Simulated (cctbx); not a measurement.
**SrLaPrNi2 with cctbx, script by script**

Library: cctbx 2025.11.

## 1. Energy scan

run.py:

```python
from cctbx import adptbx, crystal, miller, xray
from cctbx.array_family import flex
from cctbx.eltbx import sasaki

cs = crystal.symmetry(unit_cell=(9.076, 8.004, 7.988, 90, 106.87, 90), space_group_symbol='Hall: -C 2y')  # C2/m
atoms = [  # label, site, U (iso, or U11 U22 U33 U12 U13 U23 in A^2), occupancy
    ("Pr1", (0.7008, 0.5, 0.7401), (0.0216, 0.0215, 0.0357, 0.0000, -0.0013, 0.0000), 1),
    ("La1", (0.1713, 0.5, 0.7335), (0.0168, 0.0176, 0.0169, 0.0000, 0.0034, 0.0000), 1),
    ("Sr1", (0, 0.2381, 0), (0.0193, 0.0266, 0.0176, 0.0000, -0.0008, 0.0000), 1),
    ("Ni1", (0.9011, 0.2351, 0.5987), (0.0286, 0.0246, 0.0130, 0.0008, -0.0011, -0.0032), 1),
]
xs = xray.structure(crystal_symmetry=cs)
for label, site, u, occ in atoms:
    u = adptbx.u_cif_as_u_star(cs.unit_cell(), u) if isinstance(u, tuple) else u
    xs.add_scatterer(xray.scatterer(label, site=site, u=u, occupancy=occ))
hkl = [(3, 1, 0), (2, 2, 0), (0, 0, 2), (0, 2, 1)]
ms = miller.set(cs, flex.miller_index(hkl + [tuple(-v for v in h) for h in hkl]), anomalous_flag=True)
print("E (eV)    f'(Ni)   f''   " + "".join("%16s" % ("|F|" + " ".join(map(str, h))) for h in hkl))
for e in [7733, 8083, 8213, 8273, 8303, 8318, 8325, 8329, 8337, 8341, 8348, 8363, 8393, 8483, 8733]:
    xs.set_inelastic_form_factors(12398.42 / e, "sasaki")
    t = sasaki.table("Ni").at_ev(e)
    f = flex.abs(ms.structure_factors_from_scatterers(xs, algorithm="direct").f_calc().data())
    n = len(hkl)
    print("%7.0f %7.2f %6.2f  " % (e, t.fp(), t.fdp()) + "".join("%9.1f/%6.1f" % (f[k], f[k + n]) for k in range(n)))
```

```console
$ python run.py
```

```text
E (eV)    f'(Ni)   f''           |F|3 1 0        |F|2 2 0        |F|0 0 2        |F|0 2 1
   7733   -2.36   0.55       35.9/  35.9    409.3/ 409.3    195.4/ 195.4     20.1/  20.1
   8083   -3.19   0.51       35.5/  35.5    409.7/ 409.7    200.3/ 200.3     24.4/  24.4
   8213   -3.91   0.49       35.5/  35.5    408.6/ 408.6    202.9/ 202.9     28.5/  28.5
   8273   -4.62   0.48       35.6/  35.6    407.2/ 407.2    205.0/ 205.0     32.6/  32.6
   8303   -5.35   0.48       35.7/  35.7    405.6/ 405.6    207.0/ 207.0     36.9/  36.9
   8318   -6.08   0.48       35.8/  35.8    404.0/ 404.0    208.8/ 208.8     41.3/  41.3
   8325   -6.74   0.48       36.0/  36.0    402.5/ 402.5    210.5/ 210.5     45.3/  45.3
   8329   -7.45   0.48       36.1/  36.1    400.8/ 400.8    212.2/ 212.2     49.6/  49.6
   8337   -7.63   3.92       36.1/  36.1    401.6/ 401.6    210.4/ 210.4     51.2/  51.2
   8341   -6.81   3.91       35.9/  35.9    403.6/ 403.6    208.4/ 208.4     46.3/  46.3
   8348   -6.09   3.91       35.7/  35.7    405.3/ 405.3    206.6/ 206.6     42.0/  42.0
   8363   -5.30   3.89       35.6/  35.6    407.2/ 407.2    204.8/ 204.8     37.4/  37.4
   8393   -4.51   3.86       35.4/  35.4    409.2/ 409.2    203.1/ 203.1     32.7/  32.7
   8483   -3.47   3.77       35.1/  35.1    411.9/ 411.9    201.1/ 201.1     26.7/  26.7
   8733   -2.34   3.57       34.6/  34.6    415.3/ 415.3    199.6/ 199.6     20.2/  20.2
```

Run time: 0.24 s on 1 thread of Arm Neoverse V2, with other jobs on the host, peak memory 0.07 GiB.

[Logs are printed without paths, hosts, clocks, repeated set-up lines and the standing remarks that a program may print on its own settings, such as how far it seeks lower states.]
